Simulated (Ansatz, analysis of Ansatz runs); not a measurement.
# Interstitial H in hcp Be, hop from a tetrahedral to the next octahedral site: migration barrier against experiment, part 2 of 2

How near does this set-up come to the measured migration barrier? Subject: interstitial H in hcp Be, hop from a tetrahedral to the next octahedral site. Set-up: PBE, 36-site cell, measured lattice, 420 eV, k: 5x5x4 Gamma-centred. The model is a cell of 36 host atoms with 1 H put in. The barrier is the energy of the highest image of a climbing band over the relaxed site that the atom leaves. The measured lattice removes the functional's error in the volume.

Ansatz 0.2.0; PBE, 36-site cell, measured lattice, 420 eV, k: 5x5x4 Gamma-centred.

So far: The structure; Relaxation, charge 0.

## Step 3: Nudged elastic band

A band of images joins the two ends; its highest image climbs to the saddle, whose energy over the site left is the barrier.

This step: plane-wave PAW DFT, PBE; nudged elastic band between two relaxed defect structures at fixed charge.

File neb/input.yaml:

```yaml
crystal:
  lattice:
    - [6.85590008, 0.0, 0.0]
    - [-3.42795004, 5.93738363, 0.0]
    - [0.0, 0.0, 7.1684]
  atoms:
    - { symbol: Be, position: [0.112209949, 0.22260668, 0.126342263] }
    - { symbol: Be, position: [0.221532519, 0.109731705, 0.376469436] }
    - { symbol: Be, position: [0.111015066, 0.221448086, 0.626482911] }
    - { symbol: Be, position: [0.222027957, 0.110722581, 0.876518947] }
    - { symbol: Be, position: [0.112209949, 0.556269935, 0.126342263] }
    - { symbol: Be, position: [0.197399806, 0.432033236, 0.375045156] }
    - { symbol: Be, position: [0.111015066, 0.556233647, 0.626482911] }
    - { symbol: Be, position: [0.222651122, 0.444658894, 0.875375494] }
    - { symbol: Be, position: [0.111111111, 0.888888889, 0.127498175] }
    - { symbol: Be, position: [0.221532519, 0.778467481, 0.376469436] }
    - { symbol: Be, position: [0.111111111, 0.888888889, 0.625714106] }
    - { symbol: Be, position: [0.222027957, 0.777972043, 0.876518947] }
    - { symbol: Be, position: [0.443730065, 0.22260668, 0.126342263] }
    - { symbol: Be, position: [0.552382952, 0.109524809, 0.376715213] }
    - { symbol: Be, position: [0.443766353, 0.221448086, 0.626482911] }
    - { symbol: Be, position: [0.556779946, 0.111723306, 0.876482827] }
    - { symbol: Be, position: [0.444444444, 0.555555556, 0.121676577] }
    - { symbol: Be, position: [0.567966764, 0.432033236, 0.375045156] }
    - { symbol: Be, position: [0.444444444, 0.555555556, 0.625354133] }
    - { symbol: Be, position: [0.555341106, 0.444658894, 0.875375494] }
    - { symbol: Be, position: [0.443730065, 0.887790051, 0.126342263] }
    - { symbol: Be, position: [0.567966764, 0.802600194, 0.375045156] }
    - { symbol: Be, position: [0.443766353, 0.888984934, 0.626482911] }
    - { symbol: Be, position: [0.555341106, 0.777348878, 0.875375494] }
    - { symbol: Be, position: [0.777777778, 0.222222222, 0.129943984] }
    - { symbol: Be, position: [0.890475191, 0.109524809, 0.376715213] }
    - { symbol: Be, position: [0.777777778, 0.222222222, 0.623713073] }
    - { symbol: Be, position: [0.888276694, 0.111723306, 0.876482827] }
    - { symbol: Be, position: [0.77739332, 0.556269935, 0.126342263] }
    - { symbol: Be, position: [0.890475191, 0.447617048, 0.376715213] }
    - { symbol: Be, position: [0.778551914, 0.556233647, 0.626482911] }
    - { symbol: Be, position: [0.888276694, 0.443220054, 0.876482827] }
    - { symbol: Be, position: [0.77739332, 0.887790051, 0.126342263] }
    - { symbol: Be, position: [0.890268295, 0.778467481, 0.376469436] }
    - { symbol: Be, position: [0.778551914, 0.888984934, 0.626482911] }
    - { symbol: Be, position: [0.889277419, 0.777972043, 0.876518947] }
    - { symbol: H, position: [0.444444444, 0.555555556, 0.396827686] }
basis:
  ecutwfc: 420
  xc_grid: 2
hamiltonian:
  xc: pbe
kpoints:
  mp_grid: { grid: [5, 5, 4] }
scf:
  occupations: { method: methfessel_paxton, width: 0.1 }
  max_iter: 120
output:
  forces: true
neb:
  images: 3
  f_tol: 0.04
  climbing: true
  initial_path: idpp
  max_iterations: 45
  order_check: false
  final_atoms:
    - { symbol: Be, position: [0.111262281, 0.222555639, 0.126236111] }
    - { symbol: Be, position: [0.218358491, 0.103383649, 0.37360085] }
    - { symbol: Be, position: [0.10321176, 0.218530379, 0.628930951] }
[... 2 atom lines left out ...]
    - { symbol: Be, position: [0.218358491, 0.44882384, 0.37360085] }
    - { symbol: Be, position: [0.110084961, 0.55709737, 0.626817908] }
[... 7 atom lines left out ...]
    - { symbol: Be, position: [0.448651952, 0.218530379, 0.628930951] }
[... 1 atom line left out ...]
    - { symbol: Be, position: [0.444626692, 0.55592005, 0.126236111] }
    - { symbol: Be, position: [0.563798683, 0.44882384, 0.37360085] }
    - { symbol: Be, position: [0.448651952, 0.563970571, 0.628930951] }
[... 2 atom lines left out ...]
    - { symbol: Be, position: [0.556925482, 0.780517631, 0.375713893] }
    - { symbol: Be, position: [0.44503404, 0.889441519, 0.626067342] }
[... 7 atom lines left out ...]
    - { symbol: Be, position: [0.780345742, 0.55709737, 0.626817908] }
[... 3 atom lines left out ...]
    - { symbol: Be, position: [0.777740812, 0.889441519, 0.626067342] }
[... 1 atom line left out ...]
    - { symbol: H, position: [0.333505222, 0.33367711, 0.5012659] }
```

Command:

```sh
$ ansatz run input.yaml --threads 4 --pin off --max-ram 7536MiB --backend cpu --events-out ev --progress --plain --runs-dir out
```

Numbers of over 12 decimals in the logs are rounded to 6 here.

Log:

```text
[...]
Warning: neb: disabling space-group detection — the band's intermediate images generally break the endpoint symmetry, so no spatial operation reduces the k-mesh or symmetrises the density, except that a semilocal band can use its path's symmetry ahead of [...]
[...]
parallel-image band execution: 3 concurrent image workers
NEB image 0
Crystal: 37 atoms, lattice volume = 291.798 Å³
Basis set: ecut = 420 eV, 5723 PW (Γ), exchange–correlation on 96×96×96 points (8 copies of the dense FFT grid, shifted against one another)
Bands: 74, of which v1, the nominal top of the filled ones, is band 37 counted from 1 (36 counted from 0)
Symmetry: 1 space group operations
k-points: 51 of 100 (time reversal used)
[...]
SCF iter   1: F=—  HF=-3353.614488 eV  |F-HF|=—  |Δ(HF+E_count)|=         —  Δρ=2.34e-3  dr2=4.59e-2  ethr=1.77e-3  ⟨swp⟩=7.5  Hψ=22741  notcnv=0  defer=546
[...]
SCF iter   5: F=-3353.608561 eV  HF=-3353.608561 eV  |F-HF|=2.73e-8  |Δ(HF+E_count)|=   2.49e-7  S|Δr|=    0.00e0  Δρ=3.33e-6  dr2=4.50e-8  ethr=1.37e-10  ⟨swp⟩=4.0  Hψ=8884  notcnv=0
SCF 1 converged in 5 iterations: F = -3353.608561 eV  dr2 = 4.50e-8
[...]
NSCF: frozen V_eff on 51 k-points
NEB image 4
SCF iter   1: F=—  HF=-3353.399920 eV  |F-HF|=—  |Δ(HF+E_count)|=         —  Δρ=2.21e-3  dr2=1.63e-2  ethr=1.77e-3  ⟨swp⟩=8.0  Hψ=22787  notcnv=0  defer=415
[...]
SCF iter   5: F=-3353.397393 eV  HF=-3353.397393 eV  |F-HF|=1.31e-8  |Δ(HF+E_count)|=   7.46e-8  S|Δr|=    0.00e0  Δρ=2.54e-6  dr2=2.39e-8  ethr=1.37e-10  ⟨swp⟩=3.6  Hψ=7912  notcnv=0
SCF 2 converged in 5 iterations: F = -3353.397393 eV  dr2 = 2.39e-8
[...]
NEB end point (image 0): max|allowed force component| = 3.352e-3 eV/Å (the criterion of neb.relax_end_points is 1.000e-2)
NEB end point (image 4): max|allowed force component| = 4.731e-3 eV/Å (the criterion of neb.relax_end_points is 1.000e-2)
NEB image 1
SCF iter   1: F=—  HF=-3353.263523 eV  |F-HF|=—  |Δ(HF+E_count)|=         —  Δρ=2.44e-3  dr2=3.36e-2  ethr=1.77e-3  ⟨swp⟩=7.6  Hψ=22799  notcnv=0  defer=503
[...]
SCF iter   5: F=-3353.258414 eV  HF=-3353.258414 eV  |F-HF|=1.98e-8  |Δ(HF+E_count)|=   1.54e-7  S|Δr|=    0.00e0  Δρ=3.32e-6  dr2=3.87e-8  ethr=1.37e-10  ⟨swp⟩=3.5  Hψ=7967  notcnv=0
SCF 3 converged in 5 iterations: F = -3353.258414 eV  dr2 = 3.87e-8
NEB image 2
SCF iter   1: F=—  HF=-3352.980059 eV  |F-HF|=—  |Δ(HF+E_count)|=         —  Δρ=2.47e-3  dr2=3.07e-2  ethr=1.77e-3  ⟨swp⟩=7.6  Hψ=22546  notcnv=0  defer=522
[...]
SCF iter   5: F=-3352.972961 eV  HF=-3352.972961 eV  |F-HF|=9.91e-9  |Δ(HF+E_count)|=   8.36e-8  S|Δr|=    0.00e0  Δρ=2.72e-6  dr2=2.28e-8  ethr=1.37e-10  ⟨swp⟩=3.4  Hψ=7822  notcnv=0
SCF 4 converged in 5 iterations: F = -3352.972961 eV  dr2 = 2.28e-8
NEB image 3
SCF iter   1: F=—  HF=-3353.175387 eV  |F-HF|=—  |Δ(HF+E_count)|=         —  Δρ=1.91e-3  dr2=1.95e-2  ethr=1.77e-3  ⟨swp⟩=7.7  Hψ=22628  notcnv=0  defer=483
[...]
SCF iter   5: F=-3353.171324 eV  HF=-3353.171324 eV  |F-HF|=1.00e-8  |Δ(HF+E_count)|=   9.87e-8  S|Δr|=    0.00e0  Δρ=2.10e-6  dr2=1.69e-8  ethr=1.37e-10  ⟨swp⟩=3.1  Hψ=7831  notcnv=0
SCF 5 converged in 5 iterations: F = -3353.171324 eV  dr2 = 1.69e-8
NEB iter   1: max|band force component| = 7.286e-1 eV/Å  barrier→ = 0.6356 eV  barrier← = 0.4244 eV  Δτ_max = 0.0904 Å  (25 SCF iters)
NEB image 1
[...]
iter 1 solved again at ethr=2.56e-5 eV; its pass at ethr=3.10e-3 eV (dr2=1.87e-2 eV) is discarded
[...]
SCF iter   5: F=-3353.336896 eV  HF=-3353.336896 eV  |F-HF|=1.09e-9  |Δ(HF+E_count)|=   5.89e-9  S|Δr|=    0.00e0  Δρ=1.41e-6  dr2=4.79e-9  ethr=1.37e-10  ⟨swp⟩=3.8  Hψ=8077  notcnv=0
SCF 6 converged in 5 iterations: F = -3353.336896 eV  dr2 = 4.79e-9
NEB image 2
[...]
SCF iter   5: F=-3353.084580 eV  HF=-3353.084580 eV  |F-HF|=2.02e-9  |Δ(HF+E_count)|=   3.49e-9  S|Δr|=    0.00e0  Δρ=1.97e-6  dr2=9.12e-9  ethr=1.37e-10  ⟨swp⟩=3.7  Hψ=8019  notcnv=0
SCF 7 converged in 5 iterations: F = -3353.084580 eV  dr2 = 9.12e-9
NEB image 3
[...]
SCF iter   5: F=-3353.229068 eV  HF=-3353.229068 eV  |F-HF|=1.66e-9  |Δ(HF+E_count)|=   9.80e-9  S|Δr|=    0.00e0  Δρ=1.26e-6  dr2=4.44e-9  ethr=1.37e-10  ⟨swp⟩=3.1  Hψ=7784  notcnv=0
SCF 8 converged in 5 iterations: F = -3353.229068 eV  dr2 = 4.44e-9
NEB iter   2: max|band force component| = 6.576e-1 eV/Å  barrier→ = 0.5240 eV  barrier← = 0.3128 eV  Δτ_max = 0.1963 Å  (15 SCF iters)
NEB image 1
[...]
SCF iter   6: F=-3353.387432 eV  HF=-3353.387432 eV  |F-HF|=3.77e-11  |Δ(HF+E_count)|=  7.75e-10  S|Δr|=    0.00e0  Δρ=5.30e-7  dr2=5.28e-10  ethr=1.27e-10  ⟨swp⟩=1.5  Hψ=9690  notcnv=0
SCF 9 converged in 6 iterations: F = -3353.387432 eV  dr2 = 5.28e-10
NEB image 2
[...]
SCF iter   6: F=-3353.118551 eV  HF=-3353.118551 eV  |F-HF|=1.12e-10  |Δ(HF+E_count)|=   2.83e-9  S|Δr|=    0.00e0  Δρ=6.09e-7  dr2=8.20e-10  ethr=1.37e-10  ⟨swp⟩=3.0  Hψ=7727  notcnv=0
SCF 10 converged in 6 iterations: F = -3353.118551 eV  dr2 = 8.20e-10
NEB image 3
[...]
SCF iter   6: F=-3353.240115 eV  HF=-3353.240115 eV  |F-HF|=5.82e-11  |Δ(HF+E_count)|=   3.13e-9  S|Δr|=    0.00e0  Δρ=4.35e-7  dr2=4.10e-10  ethr=7.22e-11  ⟨swp⟩=1.6  Hψ=9714  notcnv=0
SCF 11 converged in 6 iterations: F = -3353.240115 eV  dr2 = 4.10e-10
NEB iter   3: max|band force component| = 1.035e0 eV/Å  barrier→ = 0.4900 eV  barrier← = 0.2788 eV  Δτ_max = 0.0991 Å  (18 SCF iters)
[...]
NEB iter   4: max|band force component| = 3.545e-1 eV/Å  barrier→ = 0.4460 eV  barrier← = 0.2349 eV  CI = image 2  Δτ_max = 0.0632 Å  (15 SCF iters)
[...]
NEB iter   5: max|band force component| = 1.269e-1 eV/Å  barrier→ = 0.4377 eV  barrier← = 0.2266 eV  CI = image 2  Δτ_max = 0.0313 Å  (15 SCF iters)
[...]
NEB iter   6: max|band force component| = 5.888e-2 eV/Å  barrier→ = 0.4350 eV  barrier← = 0.2238 eV  CI = image 2  Δτ_max = 0.0060 Å  (15 SCF iters)
NEB image 1
[...]
SCF iter   5: F=-3353.395586 eV  HF=-3353.395586 eV  |F-HF|=8.41e-11  |Δ(HF+E_count)|=   4.57e-9  S|Δr|=    0.00e0  Δρ=5.64e-7  dr2=6.91e-10  ethr=2.31e-11  ⟨swp⟩=1.3  Hψ=9374  notcnv=0
SCF 21 converged in 5 iterations: F = -3353.395586 eV  dr2 = 6.91e-10
NEB image 2
[...]
SCF iter   5: F=-3353.173849 eV  HF=-3353.173849 eV  |F-HF|=5.68e-11  |Δ(HF+E_count)|=   4.17e-9  S|Δr|=    0.00e0  Δρ=5.38e-7  dr2=6.15e-10  ethr=1.97e-11  ⟨swp⟩=1.7  Hψ=8028  notcnv=0
SCF 22 converged in 5 iterations: F = -3353.173849 eV  dr2 = 6.15e-10
NEB image 3
[...]
SCF iter   3: F=-3353.289585 eV  HF=-3353.289585 eV  |F-HF|=5.31e-8  |Δ(HF+E_count)|=   8.56e-6  S|Δr|=    0.00e0  Δρ=5.15e-6  dr2=9.30e-8  ethr=1.37e-10  ⟨swp⟩=3.0  Hψ=12654  notcnv=0
SCF 23 converged in 3 iterations: F = -3353.289585 eV  dr2 = 9.30e-8
NEB image 1
[...]
NEB image 3
[...]
NEB image 2
[...]
NEB iter   7: max|band force component| = 1.408e-2 eV/Å  barrier→ = 0.4347 eV  barrier← = 0.2235 eV  CI = image 2  Δτ_max = 0.0000 Å  (13 SCF iters)
SCF converged after 5 iterations
[...]
Free energy (F): -3353.173849 eV
[...]
Internal energy: -3353.171484 eV  (E = F + TS)
E sigma→0 (E₀):  -3353.173258 eV
Entropy (-TS):   -0.002366 eV (-0.064 meV/atom)
Fermi energy:    8.357653 eV
Step filling:    the computed levels leave a gap of 0.0102 eV = 0.1 smearing widths at the electron count; against every level under it full and every level over it empty, smearing changes F+E_penalty+E_count by -2.054 meV and its σ→0 estimate by -1.463 meV
[...]
--- Forces (eV/Å), atoms counted from 1 ---
  atom   1  Be     0.00030831    -0.00130323    -0.00061673
  atom   2  Be    -0.00044958     0.00207168     0.00004219
  atom   3  Be    -0.00000217    -0.00032024    -0.00109461
  [... 2 atoms left out ...]
  atom   6  Be     0.00188329    -0.00150935    -0.00191480
  atom   7  Be     0.00094206    -0.00048134    -0.00203076
  [... 9 atoms left out ...]
  atom  17  Be     0.00035803     0.00177073     0.00020730
  atom  18  Be    -0.00213718    -0.00324476    -0.00403853
  atom  19  Be    -0.00082599     0.00507531     0.01256034
  [... 2 atoms left out ...]
  atom  22  Be    -0.00074717    -0.00319836     0.00055505
  atom  23  Be     0.00075423    -0.00044622    -0.00074989
  [... 11 atoms left out ...]
  atom  35  Be    -0.00051275     0.00127713     0.00000443
  [... 1 atom left out ...]
  atom  37  H     -0.00183799    -0.00088210    -0.00560044
  max |Σ_I F_I| component: 4.14e-5 eV/Å
--- Band table (eV; the first three rows and the last of 51) ---
[...]
[... further k-points left out ...]
this run last wrote the band of iteration 7 to <dir>
--- NEB band (5 images, 7 band iterations, 116 SCF iterations) ---
  forward barrier  = 0.434712 eV
  backward barrier = 0.223543 eV
  lagrangian_above_aufbau_ev (what the smearing adds, to first order; not taken off the barriers): saddle image -0.002054 eV, end points -0.002704 and +0.000718 eV
  climbing image's point = of an order that was not read
  energies are F+E_penalty+E_count in eV, relative to image 0
  image     s (Å)  Δ vs image 0  max|band force component| (eV/Å)
      0    0.0000      0.000000                                 —
      1    0.4282      0.212975                          1.408e-2
  *   2    0.8564      0.434712                          1.234e-2
      3    1.2157      0.318976                          4.733e-3
      4    1.5750      0.211168                                 —
  climbing-image geometry (image 2):
  cell:  # Å, volume = 291.7977 Å³
    - [6.85590008, 0.0, 0.0]
    - [-3.42795004, 5.93738363, 0.0]
    - [0.0, 0.0, 7.1684]
  atoms:
    - { symbol: Be, position: [0.111671, 0.222155, 0.125117] }
    - { symbol: Be, position: [0.219359, 0.105361, 0.374130] }
    - { symbol: Be, position: [0.104688, 0.217517, 0.627724] }
    - { symbol: Be, position: [0.222698, 0.112051, 0.875556] }
    - { symbol: Be, position: [0.112245, 0.556798, 0.123135] }
    - { symbol: Be, position: [0.201862, 0.440413, 0.369275] }
    - { symbol: Be, position: [0.109810, 0.557659, 0.627026] }
    - { symbol: Be, position: [0.221579, 0.444592, 0.874060] }
    - { symbol: Be, position: [0.110384, 0.887456, 0.126573] }
    - { symbol: Be, position: [0.221662, 0.776431, 0.376081] }
    - { symbol: Be, position: [0.111444, 0.889576, 0.625343] }
    - { symbol: Be, position: [0.222792, 0.779470, 0.876042] }
    - { symbol: Be, position: [0.443826, 0.222162, 0.125121] }
    - { symbol: Be, position: [0.555102, 0.111488, 0.376684] }
    - { symbol: Be, position: [0.446192, 0.217504, 0.627719] }
    - { symbol: Be, position: [0.556134, 0.110753, 0.877126] }
    - { symbol: Be, position: [0.443983, 0.554636, 0.121094] }
    - { symbol: Be, position: [0.571923, 0.440447, 0.369291] }
    - { symbol: Be, position: [0.449717, 0.566087, 0.633912] }
    - { symbol: Be, position: [0.556360, 0.444587, 0.874022] }
    - { symbol: Be, position: [0.443967, 0.888764, 0.127267] }
    - { symbol: Be, position: [0.561642, 0.789936, 0.374735] }
    - { symbol: Be, position: [0.444597, 0.888017, 0.626235] }
    - { symbol: Be, position: [0.557362, 0.781395, 0.879959] }
    - { symbol: Be, position: [0.778221, 0.223104, 0.128418] }
    - { symbol: Be, position: [0.889722, 0.111474, 0.376677] }
    - { symbol: Be, position: [0.776631, 0.219915, 0.626194] }
    - { symbol: Be, position: [0.887936, 0.110751, 0.877133] }
    - { symbol: Be, position: [0.777875, 0.556783, 0.123159] }
    - { symbol: Be, position: [0.890179, 0.447012, 0.376973] }
    - { symbol: Be, position: [0.781140, 0.557650, 0.626986] }
    - { symbol: Be, position: [0.888566, 0.443812, 0.875270] }
    - { symbol: Be, position: [0.778106, 0.888759, 0.127274] }
    - { symbol: Be, position: [0.888086, 0.776426, 0.376087] }
    - { symbol: Be, position: [0.776734, 0.887992, 0.626226] }
    - { symbol: Be, position: [0.889984, 0.779473, 0.876035] }
    - { symbol: H, position: [0.387891, 0.442396, 0.462513] }
```

Elapsed: 2.9 min, on 4 threads of AMD EPYC 9R45 (Zen 5), shared host; peak memory 3.7 GiB.

The path, image by image:

| image | path (Å) | energy (eV) | H37: x, y, z (Å) |
| --- | --- | --- | --- |
| 0 | 0.000 | 0.0000 | 1.143, 3.299, 2.845 |
| 1 | 0.428 | 0.2130 | 1.143, 3.006, 3.127 |
| 2 | 0.856 | 0.4347 | 1.143, 2.627, 3.315 |
| 3 | 1.216 | 0.3190 | 1.143, 2.311, 3.474 |
| 4 | 1.575 | 0.2112 | 1.143, 1.981, 3.593 |

Read from the output:

```yaml
free_energy: -3353.1738 eV
smearing_term_ts: 0.002366 eV
barrier_forward: 0.4347 eV
barrier_backward: 0.2235 eV
```

## Step 4: Summary of results

```
migration barrier (saddle less minimum) : 0.43 eV
energy difference of the two ends       : 0.21 eV
length of the hop                       : 1.52 Å
time of the whole chain                 : 3.2 min on 4 threads
```

In words: Migration barrier: computed 0.43 eV, measured 0.611 eV; 0.18 eV below the measurement. The measured number is an Arrhenius activation energy of long-range diffusion; for H it holds zero-point energy, and trapping at vacancies and dislocations can raise it. One hop between neighbouring sites is computed at the host's lattice. Limits: the periodic copies of the defect are only 6.9 Å apart.

[Logs are printed without paths, hosts, clocks, repeated set-up lines and the standing remarks that a program may print on its own settings, such as how far it seeks lower states.]

[Hosts, paths, dates, database ids (printed as entryN), source tags and the programs' standing remarks are cut or masked in the printed files.]

[For some hosts the program warned that the k-mesh of the response run may be too coarse for force constants and the static dielectric constant; such warnings are not shown here.]
